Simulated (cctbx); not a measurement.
# A disordered crystal of nominal Lu2Be2GeS7

Cell a = 9.0740 Å, b = 9.0740 Å, c = 5.6560 Å, α = 90.00°, β = 90.00°, γ = 90.00°; space group P-42_1m (no. 113); nominal formula Lu2Be2GeS7.

Simulated single-crystal data (cctbx): Ga Kα, λ = 1.3414 Å, to d = 0.83 Å, 50 % of the full sphere, strongest reflection 20000 counts, noise from counting, a 1.5 % proportional error and a noise floor of 8 counts (s.d.); no absorption.

With every site full:

```text
Rint 0.019, 455 unique reflections to 0.83 A
cycle     R1     wR2    GooF  max shift (A)
   1  0.0965  0.2086  10.499   0.02434
   2  0.0213  0.0546   2.747   0.00011
final R1 0.0213 wR2 0.0546 GooF 2.747  parameters 33  data/parameter 13.8
atom        x        y        z      Ueq    occ   su(xyz)  su(Uiso or U11)
Lu1    0.33868  0.83868  0.48828   0.0074  1.000  0.00012  0.0002
Ge1    0.50000  0.50000  0.00000   0.0151  1.000  0.00000  0.0004
S1     0.66988  0.41036  0.22292   0.0179  1.000  0.00032  0.0007
S2     0.85093  0.35093  0.72712   0.0185  1.000  0.00040  0.0007
S3     0.50000  0.00000  0.79812   0.0447  1.000  0.00089  0.0017
Be1    0.86363  0.36363  0.05227   0.0228  1.000  0.00232  0.0040
difference map: max 0.52 min -1.64 rms 0.18
Q1    0.1682  0.3318  0.5340    4    0.53  0.15 A from Lu1
Q2    0.0000  0.0000  0.0000    2    0.50  0.00 A from Ge1
Q3    0.0864  0.4136  0.2851    4    0.46  1.20 A from S3
Q4    0.0837  0.5837  0.4763    4    0.44  1.65 A from S2
Q5    0.0876  0.5876  0.2905    4    0.42  1.23 A from S3
Q6    0.1569  0.6569  0.8401    4    0.41  0.65 A from S2
```

With the occupancies of the suspect sites free, each still typed as its main element:

```text
Rint 0.019, 455 unique reflections to 0.83 A
cycle     R1     wR2    GooF  max shift (A)
   1  0.0777  0.1727   8.699   0.00364
  16  0.0091  0.0187   0.941   0.00015
final R1 0.0091 wR2 0.0186 GooF 0.939  parameters 34  data/parameter 13.4
atom        x        y        z      Ueq    occ   su(xyz)  su(Uiso or U11)
Lu1    0.33870  0.83870  0.48825   0.0081  1.000  0.00004  0.0001
Ge1    0.50000  0.50000  0.00000   0.0158  1.000  0.00000  0.0001
S1     0.66978  0.41043  0.22293   0.0182  1.000  0.00011  0.0003
S2     0.85086  0.35086  0.72704   0.0194  1.000  0.00014  0.0002
S3     0.50000  0.00000  0.79861   0.0139  0.613  0.00031  0.0008
Be1    0.86399  0.36399  0.05493   0.0219  1.000  0.00077  0.0013
su of occupancy S3: 0.006
difference map: max 0.23 min -0.21 rms 0.06
Q1    0.0891  0.5891  0.4711    4    0.25  1.64 A from S2
Q2    0.0881  0.4119  0.0395    4    0.23  1.46 A from S3
Q3    0.1025  0.8511  0.9975    8    0.22  1.29 A from S1
Q4    0.1032  0.3968  0.2544    4    0.22  1.36 A from S3
Q5    0.1641  0.3359  0.7156    4    0.20  1.15 A from Lu1
Q6    0.0149  0.4015  0.4447    8    0.20  1.49 A from Lu1
```

**Question.** What is the disorder?

X-rays count electrons. S3 refines to 0.613(0.006), or 9.8 electrons; the site truly holds 0.6 S, 9.6 electrons, which is 0.600 of S. A value under 1 can't tell vacancies from a lighter guest, and one over 1 needs a heavier guest; chemistry or a second radiation must settle which. Occupancy correlates with U and the scale, so the match is approximate.

Freeing them takes R1 from 0.0213 to 0.0091 and GooF from 2.75 to 0.94.

The model was made for the exercise: a known structure type with other elements put in, its volume estimated, not relaxed; displacement parameters are assumed.

[Middle refinement cycles are left out of these outputs.]

[Logs are printed without paths, hosts, clocks, repeated set-up lines and the standing remarks that a program may print on its own settings, such as how far it seeks lower states.]
